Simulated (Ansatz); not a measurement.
# Lattice dynamics of CsH (model cell, started as NiAs type), part 2 of 3

Task: relax CsH (model cell, started as NiAs type), then find its harmonic phonons.

Ansatz 0.2.0; DFT PBEsol, scalar-relativistic, plane waves, PAW.

So far: The structure; Bringing the structure to rest. The relaxed cell has a = 4.283, c = 7.686 Å (conventional setting).

The structure was built from a prototype and need not be the compound's stable phase.

**3. Bringing the structure to rest**

The relaxation is repeated from its end on the same settings, as a check that it has come to rest.

The input, input.yaml:

```yaml
crystal:
  lattice:
    - [4.2834121956, -2.9361e-06, 0.0]
    - [-2.1417035551, 3.7095452443, 0.0]
    - [0.0, 0.0, 7.685559939]
  atoms:
    - { symbol: Cs, position: [0.0, 0.0, 0.0] }
    - { symbol: Cs, position: [0.0, 0.0, 0.5] }
    - { symbol: H, position: [0.3333333333, 0.6666666667, 0.25] }
    - { symbol: H, position: [0.6666666667, 0.3333333333, 0.75] }
kpoints:
  mp_grid: { grid: [6, 6, 4] }
hamiltonian:
  xc: pbesol
scf:
  occupations: { method: gaussian, width: 0.02 }
output:
  forces: true
  stress: true
  eigenvalues: true
relax:
  adjacent_minimum: "off"
  f_tol: 0.005
  max_steps: 80
  cell: { stress_tol: 0.05 }
```

Run with:

```bash
ansatz run input.yaml --threads 4 --pin off --max-ram 7168MiB --backend cpu --events-out ev --progress --plain --runs-dir out
```

Numbers of over 12 decimals in the logs are rounded to 6 here.

The program printed:

```text
[...]
Crystal: 4 atoms, lattice volume = 122.120 Å³
Basis set: ecut = 420 eV, 2383 PW (Γ), exchange–correlation on 60×60×108 points (8 copies of the dense FFT grid, shifted against one another)
Bands: 14, of which v1, the nominal top of the filled ones, is band 10 counted from 1 (9 counted from 0)
Symmetry: 24 space group operations
[...]
k-points: 21 of 144
[...]
--- Relaxed structure (1 steps of the walk, 1 accepted, 1 SCFs on fresh bases) ---
[...]
cell:  # Å, volume = 122.1197 Å³
    - [4.283412, -2.936078529768364e-6, 0.0]
    - [-2.141704, 3.709545, 0.0]
    - [0.0, 0.0, 7.685559939]
  atoms:
    - { symbol: Cs, position: [0.0, 0.0, 0.0] }
    - { symbol: Cs, position: [0.0, 0.0, 0.5] }
    - { symbol: H, position: [0.333333, 0.666667, 0.25] }
    - { symbol: H, position: [0.666667, 0.333333, 0.75] }
[key lines of the parts left out:]
SCF converged after 4 iterations
Free energy (F): -11203.492326 eV
Fermi energy:    4.701229 eV
P = ⅓ Tr σ = 0.0042 GPa (0.042 kbar)
```

Elapsed: 1.8 s, on 4 threads of Arm Neoverse V1, shared host; peak memory 0.41 GiB; 6 s of CPU time.

Little changed from the start: no atom moved by 0.005 Å and no cell edge by 0.1 %.

This step gave:

```
pressure : 0.004203 GPa
```

In this step the volume went from 30.53 to 30.53 Å³/atom.

**4. Tight relaxation**

Phonons need a cell at rest on their own settings, so the relaxation is repeated with tight tolerances on forces and stress, using the mesh and the filling of the phonon run that follows.

Changes to input.yaml since step 3:

```diff
@@ -15,3 +15,3 @@
 scf:
-  occupations: { method: gaussian, width: 0.02 }
+  occupations: { method: fixed }
 output:
@@ -22,4 +22,4 @@
   adjacent_minimum: "off"
-  f_tol: 0.005
-  max_steps: 80
-  cell: { stress_tol: 0.05 }
+  f_tol: 0.001
+  max_steps: 60
+  cell: { stress_tol: 0.01 }
```

The program printed:

```text
[...]
Crystal: 4 atoms, lattice volume = 122.120 Å³
Basis set: ecut = 420 eV, 2383 PW (Γ), exchange–correlation on 60×60×108 points (8 copies of the dense FFT grid, shifted against one another)
Bands: 14, of which v1, the nominal top of the filled ones, is band 10 counted from 1 (9 counted from 0)
Symmetry: 24 space group operations
[...]
k-points: 21 of 144
[...]
--- Relaxed structure (1 steps of the walk, 1 accepted, 1 SCFs on fresh bases) ---
[...]
cell:  # Å, volume = 122.1197 Å³
    - [4.283412, -2.936078529768364e-6, 0.0]
    - [-2.141704, 3.709545, 0.0]
    - [0.0, 0.0, 7.685559939]
  atoms:
    - { symbol: Cs, position: [0.0, 0.0, 0.0] }
    - { symbol: Cs, position: [0.0, 0.0, 0.5] }
    - { symbol: H, position: [0.333333, 0.666667, 0.25] }
    - { symbol: H, position: [0.666667, 0.333333, 0.75] }
[key lines of the parts left out:]
SCF converged after 5 iterations
Free energy (F): -11203.492326 eV
Fermi energy:    3.700619 eV
P = ⅓ Tr σ = 0.0042 GPa (0.042 kbar)
```

Wall time 1.9 s (4 threads); peak memory 0.4 GiB; 6.3 s of CPU time.

Little changed from the start: no atom moved by 0.005 Å and no cell edge by 0.1 %.

Numbers from this step:

| Property | Result |
| --- | --- |
| pressure | 0.004205 GPa |

The forces vanish by symmetry and the pressure is 0.004 GPa, within the tolerances set. The cell now holds 30.53 Å³/atom.

**5. Zone-centre response**

The zone centre comes first: it holds the modes that light can see, as far as symmetry allows. The response to a homogeneous field gives the Born charges and the dielectric tensor, and its change with displacement the Raman tensors.

Changes to input.yaml since step 4:

```diff
@@ -17,9 +17,7 @@
 output:
-  forces: true
-  stress: true
   eigenvalues: true
-relax:
-  adjacent_minimum: "off"
-  f_tol: 0.001
-  max_steps: 60
-  cell: { stress_tol: 0.01 }
+phonons:
+  method: dfpt
+  dielectric: true
+  rigid_motions: translations
+  raman: true
```

The program printed:

```text
[...]
Crystal: 4 atoms, lattice volume = 122.120 Å³
Basis set: ecut = 420 eV, 2383 PW (Γ), exchange–correlation on 60×60×108 points (8 copies of the dense FFT grid, shifted against one another)
Bands: 14, of which v1, the nominal top of the filled ones, is band 10 counted from 1 (9 counted from 0)
Symmetry: 24 space group operations
k-points: 47 of 144 (irreducible under 2 space group operations, time reversal used)
[...]
SCF iter   1: F=—  HF=-11203.501079 eV  |F-HF|=—  |Δ(HF+E_count)|=         —  Δρ=4.68e-3  dr2=2.92e-2  ethr=1.77e-3  ⟨swp⟩=4.4  Hψ=3241  notcnv=0  defer=89
[...]
SCF iter   8: F=-11203.492326 eV  HF=-11203.492326 eV  |F-HF|=5.46e-12  |Δ(HF+E_count)|=  2.91e-10  Δρ=4.00e-8  dr2=1.33e-12  ethr=1.00e-12  ⟨swp⟩=8.4  Hψ=4263  notcnv=0
SCF 1 converged in 8 iterations: F = -11203.492326 eV  dr2 = 1.33e-12
[...]
DFPT response loops at Γ: preconditioner auto → Resta (q_TF=auto, 2.018 Å⁻¹)  ε∞=5.5 (no band partly filled); β = 1.00, the filter's whole step (`scf.mixing.beta` (0.50) is not read by the response loops at its default; to damp them type it under 1.00, their step now; it binds the ground state too); Broyden in place of MSR1
── the response to a field inside a basis, on 10×10×6 k-points: an SCF that follows is theirs, and a resumed run solves both again ──
Bands: 11, of which v1, the nominal top of the filled ones, is band 10 counted from 1 (9 counted from 0)
k-points: 90 of 600 (irreducible under 8 space group operations)
[...]
Eigensolver: Dense (90 Hₖ)
SCF iter   1: F=—  HF=-11203.490789 eV  |F-HF|=—  |Δ(HF+E_count)|=         —  Δρ=1.07e-4  dr2=3.76e-6  ethr=1.00e-1
[...]
SCF iter   5: F=-11203.490792 eV  HF=-11203.490792 eV  |F-HF|=1.11e-10  |Δ(HF+E_count)|=   2.03e-9  Δρ=1.29e-7  dr2=4.42e-11  ethr=3.67e-12
SCF 1 converged in 5 iterations: F = -11203.490792 eV  dr2 = 4.42e-11
[...]
SCF converged after 8 iterations
Free energy (F): -11203.492326 eV
[...]
Internal energy: -11203.492326 eV  (E = F + TS)
E sigma→0 (E₀):  -11203.492326 eV
Fermi energy:    3.700618 eV
[...]
--- Band table (eV; the first three rows and the last of 47) ---
  k-point 0: bands = [... 6 lower, -4.1308, -4.0070, 1.8147, 3.5595, 6.1339, 7.1204, 8.5574, 8.5574]
  k-point 1: bands = [... 6 lower, -4.1539, -4.1539, 2.0611, 3.2422, 6.5174, 7.3076, 8.6664, 8.6664]
  k-point 2: bands = [... 6 lower, -4.2089, -4.2089, 2.6263, 2.6263, 7.1851, 7.1851, 8.9653, 8.9653]
  k-point 46: bands = [... 6 lower, -4.4756, -4.1200, 2.7422, 3.2802, 6.4432, 7.2556, 8.0200, 8.1895]
--- Phonons (Γ-DFPT): 4 representative perturbations + reference, on 47 of 144 k-points (Σ response iterations 12) ---
  k mesh reduced under 2 symmetry operations, with k and −k counted as one. Each operation leaves every solved perturbation unchanged. A smaller set is not considered because the run solves the response to a homogeneous field
  ASR residual: 1.705e-5 → 0.000e0 eV/Å²; symmetrization residual: 4.951e-6 eV/Å²
  ASR residual per site (eV/Å²): 1.61e-5 1.61e-5 1.70e-5 1.70e-5
  Γ frequencies (cm⁻¹): 0.00 0.00 0.00 27.46 27.46 81.12 375.97 375.97 421.61 473.04 473.04 715.02
  ε∞ (high-frequency dielectric tensor):
        3.261445     0.000000     0.000000
        0.000000     3.261445     0.000000
        0.000000     0.000000     3.389489
  ε⁰ (static dielectric tensor: ions relaxed, cell fixed):
       10.320748     0.000000     0.000000
        0.000000    10.320748    -0.000000
        0.000000    -0.000000     9.493022
  ε⁰ − ε∞ (ionic part):
        7.059303     0.000000     0.000000
        0.000000     7.059303    -0.000000
        0.000000    -0.000000     6.103533
  softest optical mode at Γ: 27.46 cm⁻¹; the repairs (sum rule, projections) moved no ω² at Γ by more than (4.54 cm⁻¹)²
  Born effective charges Z* (e; rows j = field, columns β = displacement):
    site 0:
         1.11300    0.00000   -0.00000
         0.00000    1.11300   -0.00000
        -0.00000    0.00000    1.16054
    site 1:
         1.11300    0.00000    0.00000
         0.00000    1.11300    0.00000
         0.00000    0.00000    1.16054
    site 2:
        -1.11300   -0.00000    0.00000
        -0.00000   -1.11300    0.00000
         0.00000   -0.00000   -1.16054
    site 3:
        -1.11300   -0.00000    0.00000
        -0.00000   -1.11300    0.00000
         0.00000   -0.00000   -1.16054
  Z* charge neutrality: 1.295e-3 e pre-enforcement
  solved inside a basis spanned on kpoints, on 10×10×6 k-points: ε∞ is read to err by 9.8e-3, Z* by 9.9e-3 e (field_mesh: kpoints solves on kpoints); Z* is corrected for what the basis lacks
  Raman tensors (in the event stream and the table raman_tensors.tsv): an entry may err by 1.9e-3 Å², one of the second-order susceptibility by 1.2e-20 pm/V (basis, points and sum rule); their sum over the sites missed zero by 6.661e-16 Å² ahead of its enforcement
  optical modes at Γ without the LO–TO term, one row a degenerate level:
      ω (cm⁻¹)  modes    IR ((D/Å)²/amu)  static Raman (Å⁴/amu)  depolarisation
         27.46      2             0.0000                 0.0000               —
         81.12      1             0.0000                 0.0000               —
        375.97      2           114.2706                 0.0000               —
        421.61      1            62.1199                 0.0000               —
        473.04      2             0.0000               114.9053           0.750
        715.02      1             0.0000                 0.0000               —
  optical modes at Γ + LO–TO along q̂ = [1.0000, 0.0000, 0.0000]:
      ω (cm⁻¹)  modes    IR ((D/Å)²/amu)  static Raman (Å⁴/amu)  depolarisation
         27.46      2             0.0000                 0.0000               —
         81.12      1             0.0000                 0.0000               —
        375.97      1            57.1353                 0.0000               —
        421.61      1            62.1199                 0.0000               —
        473.04      2             0.0000               114.9053           0.750
        668.82      1            57.1353                 0.0000               —
        715.02      1             0.0000                 0.0000               —
  optical modes at Γ + LO–TO along q̂ = [0.0000, 1.0000, 0.0000]:
      ω (cm⁻¹)  modes    IR ((D/Å)²/amu)  static Raman (Å⁴/amu)  depolarisation
         27.46      2             0.0000                 0.0000               —
         81.12      1             0.0000                 0.0000               —
        375.97      1            57.1353                 0.0000               —
        421.61      1            62.1199                 0.0000               —
        473.04      2             0.0000               114.9053           0.750
        668.82      1            57.1353                 0.0000               —
        715.02      1             0.0000                 0.0000               —
  optical modes at Γ + LO–TO along q̂ = [0.0000, 0.0000, 1.0000]:
      ω (cm⁻¹)  modes    IR ((D/Å)²/amu)  static Raman (Å⁴/amu)  depolarisation
         27.46      2             0.0000                 0.0000               —
         81.12      1             0.0000                 0.0000               —
        375.97      2           114.2706                 0.0000               —
        473.04      2             0.0000               114.9053           0.750
        705.58      1            62.1199                 0.0000               —
        715.02      1             0.0000                 0.0000               —
```

Wall time 2.6 min (4 threads); peak memory 1.4 GiB; 9.8 min of CPU time.

This step gave:

* sum-rule residual before enforcement: 1.70e-5 eV/Å²
* miss of the charge sum rule: 0.001295 e
* estimated error of the dielectric tensor: 0.009755
* estimated error of the Born charges: 0.009942 e
* point group: 6/mmm
* highest optical mode at the zone centre (no LO-TO term): 715.0 cm⁻¹
* lowest optical zone-centre mode: 27.46 cm⁻¹
* mean high-frequency dielectric constant: 3.304
* largest Born charge (third of the trace): 1.129 e
* mean static dielectric constant: 10.04
* top of the zone-centre spectrum with the field: 715.0 cm⁻¹

Without the LO-TO term. Patterns of degenerate modes are one choice out of their space. The modes at Γ (shares of kinetic energy by element, %):

| mode | frequency (cm⁻¹) | symmetry | Cs % | H % |
| --- | --- | --- | --- | --- |
| 1 | 0.0 | acoustic | 99 | 1 |
| 2 | 0.0 | acoustic | 99 | 1 |
| 3 | 0.0 | acoustic | 99 | 1 |
| 4 | 27.5 | E2u | 100 | 0 |
| 5 | 27.5 | E2u | 100 | 0 |
| 6 | 81.1 | B2u | 100 | 0 |
| 7 | 376.0 | E1u | 1 | 99 |
| 8 | 376.0 | E1u | 1 | 99 |
| 9 | 421.6 | A2u | 1 | 99 |
| 10 | 473.0 | E2g | 0 | 100 |
| 11 | 473.0 | E2g | 0 | 100 |
| 12 | 715.0 | B1g | 0 | 100 |

Displacements in mode 5 (27.5 cm⁻¹), the largest set to 1:
```
Cs1  0.30 -1.00  0.00
Cs2 -0.30  1.00  0.00
H3   0.00  0.00  0.00
H4   0.00  0.00  0.00
```

Displacements in mode 7 (376.0 cm⁻¹), the largest set to 1:
```
Cs1  0.00 -0.01  0.00
Cs2  0.00 -0.01  0.00
H3   0.00  1.00  0.00
H4   0.00  1.00  0.00
```

Optical modes at the zone centre, without and with the macroscopic field of the longitudinal modes; each column is sorted by frequency, so a row need not hold one and the same mode. Modes with and without the field, by row:

| rank among optical modes | no field (cm⁻¹) | q along (1, 0, 0) (cm⁻¹) | q along (0, 0, 1) (cm⁻¹) |
| --- | --- | --- | --- |
| 1 | 27.5 | 27.5 | 27.5 |
| 2 | 27.5 | 27.5 | 27.5 |
| 3 | 81.1 | 81.1 | 81.1 |
| 4 | 376 | 376 | 376 |
| 5 | 376 | 421.6 | 376 |
| 6 | 421.6 | 473 | 473 |
| 7 | 473 | 473 | 473 |
| 8 | 473 | 668.8 | 705.6 |
| 9 | 715 | 715 | 715 |

Born charge (rows field, columns displacement) (e), principal values of the symmetric part by kind of site:

| atom | atoms with these values | low | middle | high | mean |
| --- | --- | --- | --- | --- | --- |
| Cs1 | 2 | 1.11 | 1.11 | 1.16 | 1.13 |
| H3 | 2 | -1.16 | -1.11 | -1.11 | -1.13 |

In full for Cs1:

```
1.11 0.00 0.00
0.00 1.11 0.00
0.00 0.00 1.16
```

High-frequency dielectric tensor:

```
3.26 0.00 0.00
0.00 3.26 0.00
0.00 0.00 3.39
```

Static dielectric tensor (ions relaxed, fixed cell):

```
10.32  0.00  0.00
 0.00 10.32  0.00
 0.00  0.00  9.49
```

Transverse modes. Infrared lines, with heights relative to the strongest:

| position (cm⁻¹) | label | relative intensity |
| --- | --- | --- |
| 28 | E2u | 0.0 |
| 81 | B2u | 0.0 |
| 376 | E1u | 100 |
| 422 | A2u | 54 |
| 473 | E2g | 0.0 |
| 715 | B1g | 0.0 |

Activity x (w_L - w)^4 (n + 1)/w, 532 nm, 300 K; the tensors are static ones, while 532 nm light lies above the computed direct gap, where resonance would change the heights; modes without the macroscopic field alone. Lines of the Raman spectrum (strongest = 100):

| position (cm⁻¹) | label | relative intensity |
| --- | --- | --- |
| 28 | E2u | 0.0 |
| 81 | B2u | 0.0 |
| 376 | E1u | 0.0 |
| 422 | A2u | 0.0 |
| 473 | E2g | 100 |
| 715 | B1g | 0.0 |

Before it was imposed, the acoustic sum rule was missed by 1.7e-5 eV/Å² and the charge sum rule by 0.0013 e. Small misses are needed for a sound result but don't prove that mesh and cutoff are converged. The lowest optical mode is real, 27.5 cm⁻¹.

(Part 2 of 3 ends here.)

[Logs are printed without paths, hosts, clocks, repeated set-up lines and the standing remarks that a program may print on its own settings, such as how far it seeks lower states.]

[Hosts, paths, dates, database ids (printed as entryN), source tags and the programs' standing remarks are cut or masked in the printed files.]
